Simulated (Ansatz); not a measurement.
# Mo wire along [100], 12 atoms a period: bands along the axis, part 2 of 2

What gap, if any, does the Mo wire along [100], 12 atoms a period have, and how many channels would it open?

Ansatz 0.2.0; DFT PBE, plane waves, PAW; relaxation of a wire's period; PAW set soft_1 (the session's first sound run).

So far: The structure; The relaxed wire.

## Step 2: The relaxed wire (continued)

Relaxation path:

```tsv
step	energy less that of the first step (eV)	largest force component (eV/Å)	pressure (GPa)	volume (Å³)
1	0.0000	2.5873	-7.99	543.94
2	-2.4731	0.9037	2.64	523.66
3	-2.6950	0.4069	-0.60	528.72
4	-2.7758	0.2922	-0.28	527.99
5	-2.8496	0.1962	0.58	527.05
6	-2.8559	0.1599	-0.14	526.05
7	-2.8583	0.0579	-0.21	528.63
8	-2.8614	0.0046	-0.09	527.37
9*	-2.8598	0.0047	-0.09	527.37
```

Relaxation steps marked * repeat the geometry before them on a plane-wave basis chosen anew for their cell, so energy and pressure can jump there.

Forces are held to the 16 operations that the run works with; a distortion that breaks them can't arise in this run.

```tsv
cell as run	before	after	change
c (Å)	3.160	3.064	-3.0 %
```

The atoms that moved most (Å, along periodic axes as changes of fractional coordinates times the final cell, across vacuum about the mean position):

```tsv
atom	dx	dy	dz	length
Mo4	0.113	0.150	0.000	0.188
Mo8	0.150	0.113	0.000	0.188
Mo7	0.150	-0.113	0.000	0.188
Mo1	-0.113	0.150	0.000	0.188
Mo6	0.113	-0.150	0.000	0.188
Mo12	-0.150	0.113	0.000	0.188
Mo11	-0.150	-0.113	0.000	0.188
Mo3	-0.113	-0.150	0.000	0.188
```

Final coordinates:

```cif
data_structure
_symmetry_space_group_name_H-M 'P 1'
_symmetry_Int_Tables_number 1
_cell_length_a 13.1200
_cell_length_b 13.1200
_cell_length_c 3.0637
_cell_angle_alpha 90.000
_cell_angle_beta 90.000
_cell_angle_gamma 90.000
_cell_volume 527.37
loop_
_atom_site_label
_atom_site_type_symbol
_atom_site_fract_x
_atom_site_fract_y
_atom_site_fract_z
_atom_site_occupancy
Mo1 Mo 0.37094 0.27057 0.00000 1
Mo2 Mo 0.37776 0.50000 0.00000 1
Mo3 Mo 0.37094 0.72943 0.00000 1
Mo4 Mo 0.62906 0.27057 0.00000 1
Mo5 Mo 0.62224 0.50000 0.00000 1
Mo6 Mo 0.62906 0.72943 0.00000 1
Mo7 Mo 0.27057 0.37094 0.50000 1
Mo8 Mo 0.27057 0.62906 0.50000 1
Mo9 Mo 0.50000 0.37776 0.50000 1
Mo10 Mo 0.50000 0.62224 0.50000 1
Mo11 Mo 0.72943 0.37094 0.50000 1
Mo12 Mo 0.72943 0.62906 0.50000 1
```

This step gave:

| Item | Value |
| --- | --- |
| energy at zero smearing | -59456.2267 eV |
| cell length along the wire | 3.064 Å |

The cell's length comes to 3.064 Å with spin left out.

## Step 3: The wire at its relaxed period

This step: DFT PBE, plane waves, PAW; bands of a perfect wire; PAW set soft_1 (Ansatz 0.2.0).

At the relaxed period the bands are computed along the axis; those that cross an energy going forward count the channels that a perfect wire would open there.

File input.yaml:

```yaml
crystal:
  lattice:
    - [13.12, 0.0, 0.0]
    - [0.0, 13.12, 0.0]
    - [0.0, 0.0, 3.0637168437]
  atoms:
    - { symbol: Mo, position: [0.370935507, 0.270565965, 0.0] }
    - { symbol: Mo, position: [0.377756599, 0.5, 0.0] }
    - { symbol: Mo, position: [0.370935507, 0.729434035, 0.0] }
    - { symbol: Mo, position: [0.629064493, 0.270565965, 0.0] }
    - { symbol: Mo, position: [0.622243401, 0.5, 0.0] }
    - { symbol: Mo, position: [0.629064493, 0.729434035, 0.0] }
    - { symbol: Mo, position: [0.270565965, 0.370935507, 0.5] }
    - { symbol: Mo, position: [0.270565965, 0.629064493, 0.5] }
    - { symbol: Mo, position: [0.5, 0.377756599, 0.5] }
    - { symbol: Mo, position: [0.5, 0.622243401, 0.5] }
    - { symbol: Mo, position: [0.729434035, 0.370935507, 0.5] }
    - { symbol: Mo, position: [0.729434035, 0.629064493, 0.5] }
kpoints:
  mp_grid: { grid: [1, 1, 27] }
  band_path: { path: ["Γ", Z], npoints: 90 }
scf:
  occupations: { method: fermi_dirac, width: 0.05 }
hamiltonian:
  xc: pbe
  pseudopotentials: { kind: paw, azcp: { folder: soft_1 } }
output:
  dos: { e_range: [-5, 4] }
  write_potential: true
  write_density: true
  volumetric_format: npy
```

Run with:

```
> ansatz run input.yaml --threads 4 --pin off --max-ram 16384MiB --backend cpu --events-out ev --progress --plain --runs-dir out
```

Numbers of over 12 decimals in the logs are rounded to 6 here.

The log of the run:

```text
[...]
Crystal: 12 atoms, lattice volume = 527.371 Å³
Basis set: ecut = 420 eV, 10267 PW (Γ)
Bands: 101, of which v1, the nominal top of the filled ones, is band 84 counted from 1 (83 counted from 0)
Symmetry: 16 space group operations
[...]
k-points: 14 of 27
[...]
SCF iter   1: F=—  HF=-59469.730603 eV  |F-HF|=—  |Δ(HF+E_count)|=         —  Δρ=6.21e-2  dr2=8.04e1  ethr=3.10e-3  ⟨swp⟩=9.6  Hψ=6719  notcnv=0
[...]
SCF iter  12: F=-59456.294423 eV  HF=-59456.294423 eV  |F-HF|=3.51e-8  |Δ(HF+E_count)|=   3.21e-7  Δρ=1.55e-6  dr2=1.37e-8  ethr=5.95e-11  ⟨swp⟩=9.7  Hψ=4382  notcnv=0
SCF 1 converged in 12 iterations: F = -59456.294423 eV  dr2 = 1.37e-8
[...]
NSCF: frozen V_eff on 91 k-points
WARN: The output density's exchange-correlation potential varies sharply where the density is thin. Do not read a vacuum level from v_tot or v_xc, or from such a field of the output density. On a cell that repeats whose density bears no net charge and no dipole along the vacuum's axis use v_es (v_loc + v_h of the components); under efield.dipole_correction with no amplitude use v_es + v_field, which holds any externa [...]
SCF converged after 12 iterations
Free energy (F): -59456.294423 eV
[...]
Internal energy: -59456.161618 eV  (E = F + TS)
E sigma→0 (E₀):  -59456.228020 eV
Entropy (-TS):   -0.132805 eV (-11.067 meV/atom)
Fermi energy:    5.266959 eV
[...]
--- Band table (eV; the first three rows and the last of 14) ---
  k-point 0: bands = [... 80 lower, 4.5265, 4.5265, 4.9361, 5.1227, 5.1539, 5.2310, 5.2958, 5.2958, ... 13 higher]
  k-point 1: bands = [... 80 lower, 4.6082, 4.6082, 4.8936, 5.0937, 5.1670, 5.2382, 5.3516, 5.3516, ... 13 higher]
  k-point 2: bands = [... 80 lower, 4.7681, 4.7681, 4.8512, 4.9637, 5.2048, 5.2650, 5.4939, 5.4939, ... 13 higher]
  k-point 13: bands = [... 80 lower, 5.3123, 5.3149, 5.4232, 5.4591, 5.6437, 5.6437, 6.0919, 6.0919, ... 13 higher]
```

Elapsed: 53 s, on 4 threads of Arm Neoverse V2, shared host; peak memory 2.7 GiB.

In the SCF lines HF is the Harris–Foulkes energy and dr2 the Hartree energy of the density residual, in eV; the loop may stop once dr2 is under the threshold and the program's other checks hold. Hψ counts applications of the Hamiltonian.

Numbers from this step:

* energy at zero smearing: -59456.2280 eV
* band gap: 0 eV

The electronic bands at the labelled points (eV, zero at the Fermi level):

```tsv
point	band 82	band 83	band 84	band 85	band 86	band 87	band 88	band 89
Γ	-0.74	-0.33	-0.14	-0.11	-0.04	0.03	0.03	0.11
halfway	-0.24	-0.18	-0.18	-0.03	0.47	0.47	0.53	0.53
Z	0.07	0.18	0.18	0.39	0.39	0.84	0.84	0.96
```

Between Γ and Z the bands cross the Fermi level 10 times, so a perfect wire would conduct at least 10 G₀, with spin left out.

## Step 4: Outcome

```yaml
cell_length_pbe: 3.064 Å
ballistic_conductance_by_band_crossings_a_lower_bound_pbe: 10 G₀
```

**Reading.** Under PBE the cell's length is 3.06 Å, and the bands cross the Fermi level 10 times between Γ and Z, which gives a perfect wire at least 10 G₀ (opposite crossings within one step of the path cancel in such a count). No spin was allowed, though thin wires with open d shells can turn magnetic.

[Logs are printed without paths, hosts, clocks, repeated set-up lines and the standing remarks that a program may print on its own settings, such as how far it seeks lower states.]

[Hosts, paths, dates, database ids (printed as entryN), source tags and the programs' standing remarks are cut or masked in the printed files.]
